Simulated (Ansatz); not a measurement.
# A hypothetical structure for CrSeS

This structure for CrSeS is made up. Its elements were placed in a known structure type with a cell scaled to their sizes. What cell does the guess relax to, and how far off was it?

Program: Ansatz 0.2.0. Level of theory: DFT, PBE, plane-wave PAW, files of the set soft_1, scalar-relativistic, ferromagnetic start, cell and ions relaxed at zero pressure; PAW set soft_1, in the first sound run; inputs show where later runs differ. Results are calculated unless marked as measured.

## (1) Starting point

Symmetry: R3m, No. 160, trigonal system. The conventional cell has a = 3.337 Å, b = 3.337 Å, c = 19.540 Å, α = 90.00°, β = 90.00°, γ = 120.00°. Nearest to Se lie 3 Cr at 2.49 Å. Nearest to Cr lie 3 Se at 2.49 Å and 3 S at 2.55 Å. Nearest to S lie 3 Cr at 2.55 Å. Farther neighbours and most contacts between anions are not listed.

## (2) Relaxing cell and atoms

The guess takes its coordinates from another compound and its volume from a rule, so the cell and any free coordinates are relaxed together.

The input, input.yaml:

```yaml
crystal:
  lattice:
    - [1.6685, 0.963308924, 6.513333333]
    - [-1.6685, 0.963308924, 6.513333333]
    - [0.0, -1.926617848, 6.513333333]
  atoms:
    - { symbol: Se, position: [0.74836666, 0.74836666, 0.74836666] }
    - { symbol: Cr, position: [0.00086666, 0.00086666, 0.00086666], spin: 3.0 }
    - { symbol: S, position: [0.581833327, 0.581833327, 0.581833327] }
magnetization:
  spin_polarized: true
kpoints:
  mp_grid: { grid: [9, 9, 9] }
scf:
  occupations: { method: fermi_dirac, width: 0.05 }
hamiltonian:
  xc: pbe
  pseudopotentials: { kind: paw, azcp: { folder: soft_1 } }
relax:
  f_tol: 0.015
  max_steps: 70
  cell: {}
output:
  forces: true
  stress: true
```

On the command line:

```console
ansatz run input.yaml --threads 4 --pin off --max-ram 8192MiB --backend cpu --events-out ev --progress --plain --runs-dir out
```

Numbers of over 12 decimals in the logs are rounded to 6 here.

What it wrote:

```text
basis.fft_grid_basis auto: the FFT boxes are laid along the combinations [[1, 0, -1], [0, 1, -1], [0, 0, 1]] of the cell's own vectors, 3.337, 3.337 and 6.792 Å long. The dense box has 24×24×48 points. Along the cell's own vectors, as sized, it would have 48×48×48, 4.00 times as many. Of the 6 symmetry operations that the crystal satisfies within crystal.symmetry.tolerance (time reversal apart; of a slab, those that  [...]
Engine: ansatz 0.2.0, aarch64-unknown-linux-gnu
Pseudopotentials: kind: paw
Pseudopotential: Se, paw, valence charge 16, recommended cutoff 420 eV (normal), soft_1/Se.paw.azcp
Pseudopotential: Cr, paw, valence charge 14, recommended cutoff 420 eV (normal), soft_1/Cr.paw.azcp
Pseudopotential: S, paw, valence charge 6, recommended cutoff 420 eV (normal), soft_1/S.paw.azcp
Functional definition: PBE
  parameter kappa = 0.804
  parameter beta = 0.066725
  exchange = pbe_x(kappa = kappa, mu = beta*pi^2/3)
  correlation = pbe_c(beta = beta)
Crystal: 3 atoms, lattice volume = 62.813 Å³
Basis set: ecut = 420 eV, 1245 PW (Γ), FFT grids on a1−a3, a2−a3, a3, exchange–correlation on 48×48×96 points (8 copies of the dense FFT grid, shifted against one another)
Bands: 24, of which v1, the nominal top of the filled ones, is band 18 counted from 1 (17 counted from 0)
Symmetry: 6 space group operations
Space group: R3m (ITA 160), of the structure as read, at distance tolerance 4.0e-5 Å
Magnetic group: BNS 160.65 (UNI 1295), of the structure as read, at distance tolerance 4.0e-5 Å
k-points: 85 of 729 (time reversal used)
Non-local potential: Se, projectors of the file, l = 0: 2, l = 1: 2, l = 2: 3, l = 3: 1
Non-local potential: Cr, projectors of the file, l = 0: 3, l = 1: 2, l = 2: 3, l = 3: 1
Non-local potential: S, projectors of the file, l = 0: 2, l = 1: 2, l = 2: 1
PAW form: soft (Blöchl's): semilocal exchange-correlation on the pseudo side does not see the compensation charge
PAW one-centre angular grid: Se, 590 points (default); XC on 64 Gauss nodes
PAW one-centre angular grid: Cr, 590 points (default); XC on 64 Gauss nodes
PAW one-centre angular grid: S, 110 points (default); XC on 64 Gauss nodes
Initial density: superposition of atomic densities (chi_scale 0.1, normalization cell, long waves kept (reshape's long-wave potential 0.15 eV rms))
Starting moments: Σ|m| = 3 μB on 1 of 3 sites
Initial wavefunctions: pseudopotential atomic-orbital guess
Functional: x = pbe(κ = 0.804, μ = 0.219515), c = pbe(β = 0.066725)
SCF iter   1: F=—  HF=-9750.741138 eV  |F-HF|=—  |Δ(HF+E_count)|=         —  Δρ=3.44e-2 (↑3.44e-2 ↓2.99e-2)  dr2=4.44e0  dr2_m=1.40e-1  M=2.000 μB ∫|m|=2.989 μB  β_m=0.30  ethr=3.10e-3  ⟨swp⟩=6.3  Hψ=19221  notcnv=0
Mixer restart at iter 1: flushing history
preconditioner: auto → Kerker (q_TF=auto, 2.487 Å⁻¹)  [metal: Δε(μ)=0.005 eV  Ē_g=8.299 eV  σ=0.050 eV  W_gap=0.02  n_scr=16 (ndim 8)  ℏωp=19.9 eV  f_vac=0.025  D(μ)=2.43/eV (n_scr^D=22)]
spin=Collinear: Kerker preconditioning applied to the charge; magnetization (m = ρ↑ − ρ↓) channel mixes plain (no charge-response kernel on spin).
SCF iter   2: F=—  HF=-9750.322427 eV  |F-HF|=—  |Δ(HF+E_count)|=   4.19e-1  Δρ=2.20e-2 (↑2.20e-2 ↓2.19e-2)  dr2=2.54e0  dr2_m=7.07e-2  M=2.000 μB ∫|m|=3.030 μB  β_m=0.59  ethr=3.10e-3  ⟨swp⟩=2.1  Hψ=6466  notcnv=0  defer=160
SCF iter   3: F=—  HF=-9749.846266 eV  |F-HF|=—  |Δ(HF+E_count)|=   4.76e-1  Δρ=7.54e-3 (↑7.54e-3 ↓6.94e-3)  dr2=3.24e-1  dr2_m=2.49e-3  M=1.998 μB ∫|m|=3.058 μB  β_m=0.61  ethr=3.10e-3  ⟨swp⟩=2.6  Hψ=6289  notcnv=0  defer=160
SCF iter   4: F=—  HF=-9749.802746 eV  |F-HF|=—  |Δ(HF+E_count)|=   4.35e-2  Δρ=3.41e-3 (↑3.41e-3 ↓2.70e-3)  dr2=6.34e-2  dr2_m=8.64e-4  M=1.999 μB ∫|m|=3.082 μB  β_m=0.80  ethr=9.00e-4  ⟨swp⟩=2.2  Hψ=6749  notcnv=0  defer=164
SCF iter   5: F=—  HF=-9749.795877 eV  |F-HF|=—  |Δ(HF+E_count)|=         —  Δρ=1.43e-3 (↑1.32e-3 ↓1.43e-3)  dr2=1.06e-2  dr2_m=3.06e-5  M=2.000 μB ∫|m|=3.095 μB  β_m=0.80  ethr=1.76e-4  ⟨swp⟩=2.6  Hψ=5956  notcnv=0  defer=166
Mixer restart at iter 5: flushing history
SCF iter   6: F=—  HF=-9749.795985 eV  |F-HF|=—  |Δ(HF+E_count)|=   1.07e-4  Δρ=1.30e-3 (↑1.30e-3 ↓6.83e-4)  dr2=6.26e-3  dr2_m=1.80e-4  M=2.000 μB ∫|m|=3.110 μB  β_m=0.78  ethr=2.93e-5  ⟨swp⟩=2.0  Hψ=7832  notcnv=0  defer=166
SCF iter   7: F=—  HF=-9749.795985 eV  |F-HF|=—  |Δ(HF+E_count)|=   6.70e-7  Δρ=6.24e-4 (↑6.24e-4 ↓5.51e-4)  dr2=3.39e-3  dr2_m=4.24e-6  M=2.000 μB ∫|m|=3.105 μB  β_m=0.89  ethr=1.74e-5  ⟨swp⟩=2.0  Hψ=7635  notcnv=0  defer=166
SCF iter   8: F=—  HF=-9749.796305 eV  |F-HF|=—  |Δ(HF+E_count)|=   3.20e-4  Δρ=5.36e-4 (↑5.36e-4 ↓2.87e-4)  dr2=1.09e-3  dr2_m=3.33e-5  M=2.000 μB ∫|m|=3.111 μB  β_m=0.77  ethr=9.43e-6  ⟨swp⟩=2.0  Hψ=5739  notcnv=0  defer=166
SCF iter   9: F=—  HF=-9749.796273 eV  |F-HF|=—  |Δ(HF+E_count)|=   3.22e-5  Δρ=2.56e-4 (↑2.56e-4 ↓1.08e-4)  dr2=8.84e-5  dr2_m=4.50e-6  M=2.000 μB ∫|m|=3.109 μB  β_m=0.68  ethr=3.02e-6  ⟨swp⟩=2.0  Hψ=6914  notcnv=0  defer=166
SCF iter  10: F=—  HF=-9749.796326 eV  |F-HF|=—  |Δ(HF+E_count)|=   5.32e-5  Δρ=1.47e-4 (↑1.47e-4 ↓7.66e-5)  dr2=4.04e-5  dr2_m=8.38e-7  M=2.000 μB ∫|m|=3.110 μB  β_m=0.84  ethr=2.45e-7  ⟨swp⟩=2.9  Hψ=6978  notcnv=0  defer=166
SCF iter  11: F=—  HF=-9749.796353 eV  |F-HF|=—  |Δ(HF+E_count)|=   2.66e-5  Δρ=4.59e-5 (↑4.59e-5 ↓2.53e-5)  dr2=7.93e-6  dr2_m=1.02e-7  M=2.000 μB ∫|m|=3.110 μB  β_m=0.92  ethr=1.12e-7  ⟨swp⟩=2.1  Hψ=5212  notcnv=0  defer=166
SCF iter  12: F=—  HF=-9749.796353 eV  |F-HF|=—  |Δ(HF+E_count)|=   1.59e-7  Δρ=1.13e-5 (↑1.13e-5 ↓1.08e-5)  dr2=1.82e-6  dr2_m=2.11e-9  M=2.000 μB ∫|m|=3.110 μB  β_m=0.96  ethr=2.20e-8  ⟨swp⟩=2.1  Hψ=4661  notcnv=0  defer=166
SCF iter  13: F=—  HF=-9749.796353 eV  |F-HF|=—  |Δ(HF+E_count)|=   2.97e-7  Δρ=2.50e-5 (↑2.50e-5 ↓1.14e-5)  dr2=1.19e-6  dr2_m=2.97e-8  M=2.000 μB ∫|m|=3.110 μB  β_m=0.98  ethr=5.05e-9  ⟨swp⟩=2.1  Hψ=5160  notcnv=0  defer=166
SCF iter  14: F=—  HF=-9749.796353 eV  |F-HF|=—  |Δ(HF+E_count)|=   1.83e-7  Δρ=8.18e-6 (↑8.18e-6 ↓4.41e-6)  dr2=1.39e-7  dr2_m=2.52e-9  M=2.000 μB ∫|m|=3.110 μB  β_m=0.99  ethr=3.31e-9  ⟨swp⟩=2.0  Hψ=4868  notcnv=0  defer=166
SCF iter  15: F=—  HF=-9749.796353 eV  |F-HF|=—  |Δ(HF+E_count)|=   7.78e-9  Δρ=2.42e-6 (↑2.42e-6 ↓2.04e-6)  dr2=1.50e-8  dr2_m=7.96e-11  M=2.000 μB ∫|m|=3.110 μB  β_m=1.00  ethr=3.86e-10  ⟨swp⟩=2.1  Hψ=5414  notcnv=0  defer=166
SCF iter  16: F=-9749.796353 eV  HF=-9749.796353 eV  |F-HF|=7.19e-9  |Δ(HF+E_count)|=   8.36e-9  Δρ=1.51e-6 (↑1.51e-6 ↓8.86e-7)  dr2=8.85e-9  dr2_m=8.24e-11  M=2.000 μB ∫|m|=3.110 μB  ethr=4.18e-11  ⟨swp⟩=2.0  Hψ=12880  notcnv=0
[...]
relax step  12: F+E_penalty+E_count = -9750.61872734 eV  Δ(F+E_penalty+E_count) = +3.148e-5 eV  max|allowed force component| = 8.813e-3 eV/Å  Δτ_max = 0.0140 Å  P = +0.022 GPa  Ω = 61.054 Å³  energy of the carried Pulay correction = -2.867e-4 eV  (11 SCF iters, dr2 threshold 3.09e-8 eV, accepted)
relax step  13: F+E_penalty+E_count = -9750.61872304 eV  Δ(F+E_penalty+E_count) = +4.308e-6 eV  max|allowed force component| = 1.256e-3 eV/Å  Δτ_max = 0.0008 Å  P = +0.001 GPa  Ω = 61.100 Å³  energy of the carried Pulay correction = -2.963e-4 eV  (8 SCF iters, dr2 threshold 6.85e-9 eV, accepted)
relax step  14: F+E_penalty+E_count = -9750.61870191 eV  Δ(F+E_penalty+E_count) = +2.113e-5 eV  max|allowed force component| = 1.294e-3 eV/Å  Δτ_max = 0.0025 Å  P = -0.000 GPa  Ω = 61.210 Å³  energy of the carried Pulay correction = -3.195e-4 eV  (11 SCF iters, accepted)
iter 1 solved again at ethr=6.16e-7 eV; its pass at ethr=3.10e-3 eV (dr2=2.22e-4 eV) is discarded
SCF iter   1: F=—  HF=-9750.611995 eV  |F-HF|=—  |Δ(HF+E_count)|=         —  Δρ=3.22e-4 (↑3.22e-4 ↓3.22e-4)  dr2=7.28e-6  dr2_m=2.90e-13  M=0.000 μB ∫|m|=0.000 μB  β_m=0.65  ethr=6.16e-7  ⟨swp⟩=3.6  Hψ=30858  notcnv=0
preconditioner: auto → none  [insulator: Δε(μ)=0.712 eV  Ē_g=8.738 eV  σ=0.050 eV  W_gap=1.00  n_scr=16 (ndim 8)  ℏωp=20.1 eV  f_vac=0.191  D(μ)=0.00/eV (n_scr^D=0)  ε∞_Penn≈6.3]
SCF iter   2: F=—  HF=-9750.618074 eV  |F-HF|=—  |Δ(HF+E_count)|=   6.08e-3  Δρ=1.16e-4 (↑1.16e-4 ↓1.16e-4)  dr2=5.31e-6  dr2_m=8.10e-14  M=0.000 μB ∫|m|=0.000 μB  β_m=0.44  ethr=2.02e-8  ⟨swp⟩=3.0  Hψ=7274  notcnv=0
SCF iter   3: F=—  HF=-9750.618375 eV  |F-HF|=—  |Δ(HF+E_count)|=   3.01e-4  Δρ=9.58e-5 (↑9.58e-5 ↓9.57e-5)  dr2=7.39e-7  dr2_m=4.66e-14  M=0.000 μB ∫|m|=0.000 μB  β_m=0.46  ethr=1.47e-8  ⟨swp⟩=2.0  Hψ=5182  notcnv=0
SCF iter   4: F=—  HF=-9750.619084 eV  |F-HF|=—  |Δ(HF+E_count)|=   7.09e-4  Δρ=3.32e-5 (↑3.32e-5 ↓3.32e-5)  dr2=7.36e-8  dr2_m=2.10e-14  M=0.000 μB ∫|m|=0.000 μB  β_m=0.54  ethr=2.05e-9  ⟨swp⟩=2.1  Hψ=5636  notcnv=0
SCF iter   5: F=—  HF=-9750.619181 eV  |F-HF|=—  |Δ(HF+E_count)|=   9.68e-5  Δρ=6.96e-6 (↑6.96e-6 ↓6.96e-6)  dr2=3.55e-8  dr2_m=3.81e-15  M=0.000 μB ∫|m|=0.000 μB  β_m=0.48  ethr=2.05e-10  ⟨swp⟩=2.8  Hψ=6116  notcnv=0
SCF iter   6: F=—  HF=-9750.619185 eV  |F-HF|=—  |Δ(HF+E_count)|=   4.05e-6  Δρ=1.92e-6 (↑1.91e-6 ↓1.92e-6)  dr2=1.04e-8  dr2_m=2.00e-15  M=0.000 μB ∫|m|=0.000 μB  β_m=0.50  ethr=9.86e-11  ⟨swp⟩=2.0  Hψ=5338  notcnv=0
SCF iter   7: F=—  HF=-9750.619185 eV  |F-HF|=—  |Δ(HF+E_count)|=   1.54e-7  Δρ=8.25e-7 (↑8.24e-7 ↓8.25e-7)  dr2=2.77e-9  dr2_m=7.47e-16  M=0.000 μB ∫|m|=0.000 μB  β_m=0.55  ethr=2.90e-11  ⟨swp⟩=2.0  Hψ=5376  notcnv=0
SCF iter   8: F=—  HF=-9750.619037 eV  |F-HF|=—  |Δ(HF+E_count)|=   1.48e-4  Δρ=1.24e-6 (↑1.24e-6 ↓1.24e-6)  dr2=4.00e-9  dr2_m=1.74e-16  M=0.000 μB ∫|m|=0.000 μB  β_m=0.55  ethr=7.70e-12  ⟨swp⟩=4.2  Hψ=8694  notcnv=0
SCF iter   9: F=—  HF=-9750.619037 eV  |F-HF|=—  |Δ(HF+E_count)|=   9.33e-9  Δρ=1.07e-6 (↑1.07e-6 ↓1.07e-6)  dr2=2.96e-9  dr2_m=7.93e-17  M=0.000 μB ∫|m|=0.000 μB  β_m=0.78  ethr=7.70e-12  ⟨swp⟩=2.0  Hψ=4674  notcnv=0
SCF iter  10: F=—  HF=-9750.619037 eV  |F-HF|=—  |Δ(HF+E_count)|=   2.04e-8  Δρ=5.91e-7 (↑5.91e-7 ↓5.91e-7)  dr2=9.92e-10  dr2_m=4.63e-18  M=0.000 μB ∫|m|=0.000 μB  β_m=0.73  ethr=7.70e-12  ⟨swp⟩=2.0  Hψ=5550  notcnv=0
SCF iter  11: F=—  HF=-9750.619037 eV  |F-HF|=—  |Δ(HF+E_count)|=   7.35e-9  Δρ=2.56e-7 (↑2.56e-7 ↓2.56e-7)  dr2=2.47e-10  dr2_m=3.44e-19  M=-0.000 μB ∫|m|=0.000 μB  β_m=0.86  ethr=2.75e-12  ⟨swp⟩=2.0  Hψ=5602  notcnv=0
SCF iter  12: F=—  HF=-9750.619037 eV  |F-HF|=—  |Δ(HF+E_count)|=  6.06e-10  Δρ=2.07e-7 (↑2.07e-7 ↓2.07e-7)  dr2=1.24e-10  dr2_m=1.57e-19  M=0.000 μB ∫|m|=0.000 μB  β_m=0.83  ethr=1.00e-12  ⟨swp⟩=2.0  Hψ=4800  notcnv=0
SCF iter  13: F=—  HF=-9750.619037 eV  |F-HF|=—  |Δ(HF+E_count)|=  8.95e-10  Δρ=6.40e-8 (↑6.40e-8 ↓6.40e-8)  dr2=1.58e-11  dr2_m=2.01e-19  M=-0.000 μB ∫|m|=0.000 μB  β_m=0.76  ethr=1.00e-12  ⟨swp⟩=2.0  Hψ=5370  notcnv=0
SCF iter  14: F=—  HF=-9750.619037 eV  |F-HF|=—  |Δ(HF+E_count)|=  8.19e-11  Δρ=8.31e-8 (↑8.31e-8 ↓8.31e-8)  dr2=3.15e-11  dr2_m=2.81e-20  M=0.000 μB ∫|m|=0.000 μB  β_m=0.79  ethr=1.00e-12  ⟨swp⟩=1.2  Hψ=4148  notcnv=0
SCF iter  15: F=-9750.619037 eV  HF=-9750.619037 eV  |F-HF|=1.82e-12  |Δ(HF+E_count)|=  7.28e-12  Δρ=1.52e-8 (↑1.52e-8 ↓1.52e-8)  dr2=1.05e-12  dr2_m=2.22e-21  M=0.000 μB ∫|m|=0.000 μB  ethr=1.00e-12  ⟨swp⟩=5.0  Hψ=16776  notcnv=0
the starting moments were not kept: the SCF closed with an absolute magnetisation of 7.6e-11 μB, where they sum to 3 μB in size (1 site). That is at most 0.1 of that sum. Measured as dr2_m measures the in/out step, that magnetisation stands 0 eV from none, at or under the dr2_threshold of 3.0e-11 eV: it is no larger than a step whose dr2_m would equal this threshold.
SCF 15 converged in 15 iterations: F = -9750.619037 eV  dr2 = 1.05e-12
relax step  15: F+E_penalty+E_count = -9750.61903725 eV  Δ(F+E_penalty+E_count) = -3.353e-4 eV  max|allowed force component| = 1.255e-3 eV/Å  Δτ_max = 0.0000 Å  P = -0.000 GPa  Ω = 61.210 Å³  stress off target by 6.12e-3 GPa  SCF on the basis re-selected at this cell (its energy is not comparable with the rows above)  (15 SCF iters)
basis re-selected at this cell: Δ(F+E_penalty+E_count) = -3.353e-4 eV, ΔP = +0.000 GPa vs the last step (what re-selecting the basis moved, of the pressure what is left beyond the Pulay correction that the steps carried, after the strain that the cell walked since its last selection, with what the two solves' SCF thresholds leave and, on support functions, any second-order correction that the steps lacked; it is no m [...]
SCF converged after 15 iterations
Magnetization: 0.0000 μB (18.0000 up, 18.0000 down)
Absolute magnetization: 0.0000 μB (∫|ρ↑−ρ↓|, with the PAW one-centre terms)
Spin contamination: 0.0000 ħ² per cell (⟨S²⟩ above its minimum at these occupations)
Per-site moments (μB) at R_I (Å): [(-1.9210253661623668e-11, 0.999293), (3.320190852701463e-11, 0.948905), (-4.8653267355984305e-12, 0.948905)]
Free energy (F): -9750.619037 eV
Harris-Foulkes:  -9750.619037 eV  (|F-HF|=1.82e-12)
Internal energy: -9750.619010 eV  (E = F + TS)
E sigma→0 (E₀):  -9750.619024 eV
Entropy (-TS):   -0.000027 eV (-0.009 meV/atom)
Fermi energy:    8.427589 eV
--- Per-component energies (eV) ---
  E_band       = -678.054898
  E_kinetic    = 520.539951
  E_local      = -6689.000252  (includes V_loc(G=0)·N_el)
  E_nonlocal   = -277.780510
  E_hartree    = 3278.566100
  E_xc         = -290.493000
  E_vxc        = -321.420942  (∫ρ·V_xc dr)
  E_paw        = -3957.151027  (= ΣΔE_a)
  E_vpaw       = -467.525769  (= ΣTr[D̂ρ^β])
  E_aug_tail   = 0.000482  (compensation charges beyond the density's cutoff)
  E_ewald      = -2335.300753
  E_smearing   = -0.000027  (= −TS)
  E_closure    = 0.000000  (closes the sum)
  Σ components = -9750.619037   (vs F -9750.619037, Δ=0.00e0)
--- Forces (eV/Å), atoms counted from 1 ---
  atom   1  Se     0.00000000     0.00000000    -0.00057029
  atom   2  Cr    -0.00000000    -0.00000000     0.00125576
  atom   3  S     -0.00000000    -0.00000000    -0.00068455
  max |Σ_I F_I| component: 9.16e-7 eV/Å
--- Stress (GPa, compression-positive) ---
       -0.003160       0.000000       0.000000
        0.000000      -0.003160       0.000000
        0.000000       0.000000       0.006117
  P = ⅓ Tr σ = -0.0001 GPa (-0.001 kbar)
--- Relaxed structure (13 steps of the walk, 13 accepted, 2 SCFs on fresh bases) ---
  F+E_penalty+E_count = -9750.61903725 eV   max|allowed force component| = 1.255e-3 eV/Å   (the final SCF, on the basis selected at the relaxed cell)
  cell:  # Å, volume = 61.2103 Å³
    - [1.563624, 0.902759, 7.227189]
    - [-1.563624, 0.902759, 7.227189]
    - [1.574856981202181e-17, -1.805518, 7.227189]
  atoms:
    - { symbol: Se, position: [0.737489, 0.737489, 0.737489] }
    - { symbol: Cr, position: [-0.00367263, -0.00367263, -0.00367263] }
    - { symbol: S, position: [0.597251, 0.597251, 0.597251] }
```

The job ended after 2.4 min (4 threads of Arm Neoverse V1, shared host; peak memory 0.52 GiB).

Relaxation path:

```
step  energy less that of the first step (eV)  largest force component (eV/Å)  pressure (GPa)  volume (Å³)
   1                                   0.0000                          2.2438           -6.10        62.81
   2                                  -0.3474                          0.7418           -0.63        63.17
   3                                  -0.6475                          0.7694           -5.85        59.59
   4                                  -0.7968                          0.6496            0.58        54.24
   5                                  -0.8124                          0.3464           -0.29        55.97
   6                                  -0.8173                          0.1764            0.68        57.05
   7                                  -0.8217                          0.0224            0.10        58.31
   8                                  -0.8223                          0.0097            0.10        59.22
   9                                  -0.8223                          0.0025            0.01        59.70
 10*                                  -0.8222                          0.0024            0.05        59.70
  11                                  -0.8224                          0.0098            0.07        60.43
  12                                  -0.8224                          0.0088            0.02        61.05
  13                                  -0.8224                          0.0013            0.00        61.10
  14                                  -0.8223                          0.0013            0.00        61.21
 15*                                  -0.8227                          0.0013            0.00        61.21
```

Relaxation steps marked * repeat the geometry before them on a plane-wave basis chosen anew for their cell, so energy and pressure can jump there.

Forces are held to the 6 operations that the run works with; a distortion that breaks them can't arise in this run.

```csv
"conventional cell, symmetrised",before,after,change
a (Å),3.337,3.127,-6.3 %
b (Å),3.337,3.127,-6.3 %
c (Å),19.540,21.682,+11.0 %
volume (Å³/atom),20.94,20.40,-2.6 %
```

The atoms that moved most (Å, as changes of fractional coordinates times the final cell):

```csv
atom,dx,dy,dz,length
S3,0.000,0.000,0.334,0.334
Se1,0.000,0.000,-0.236,0.236
Cr2,0.000,0.000,-0.098,0.098
```

Final coordinates:

```cif
data_structure
_symmetry_space_group_name_H-M 'P 1'
_symmetry_Int_Tables_number 1
_cell_length_a 7.4493
_cell_length_b 7.4493
_cell_length_c 7.4493
_cell_angle_alpha 24.233
_cell_angle_beta 24.233
_cell_angle_gamma 24.233
_cell_volume 61.21
loop_
_atom_site_label
_atom_site_type_symbol
_atom_site_fract_x
_atom_site_fract_y
_atom_site_fract_z
_atom_site_occupancy
Se1 Se 0.73749 0.73749 0.73749 1
Cr2 Cr 0.99633 0.99633 0.99633 1
S3 S 0.59725 0.59725 0.59725 1
```

Numbers from this step:

| Property | Result |
| --- | --- |
| free energy | -9750.6190 eV |
| Fermi energy | 8.428 eV |
| gap by band count | 0.7119 eV |
| electrons | 36 |
| symmetry operations | 6 |
| pressure | -6.75e-5 GPa |

Shortest distances by pair of elements, guess and relaxed (not always the same contact):

```
 pair  guess (Å)  relaxed (Å)
 Cr–S      2.553        2.300
Cr–Se      2.491        2.423
 S–Se      3.254        3.041
Se–Se      3.337        3.127
Cr–Cr      3.337        3.127
```

The relaxation ends with a largest force component of 0.0013 eV/Å and a pressure of 0.00 GPa. No moment survives the cycle: this start ends non-magnetic.

(Part 1 of 2 ends here.)

[Logs are printed without paths, hosts, clocks, repeated set-up lines and the standing remarks that a program may print on its own settings, such as how far it seeks lower states.]

[Hosts, paths, dates, database ids (printed as entryN), source tags and the programs' standing remarks are cut or masked in the printed files.]
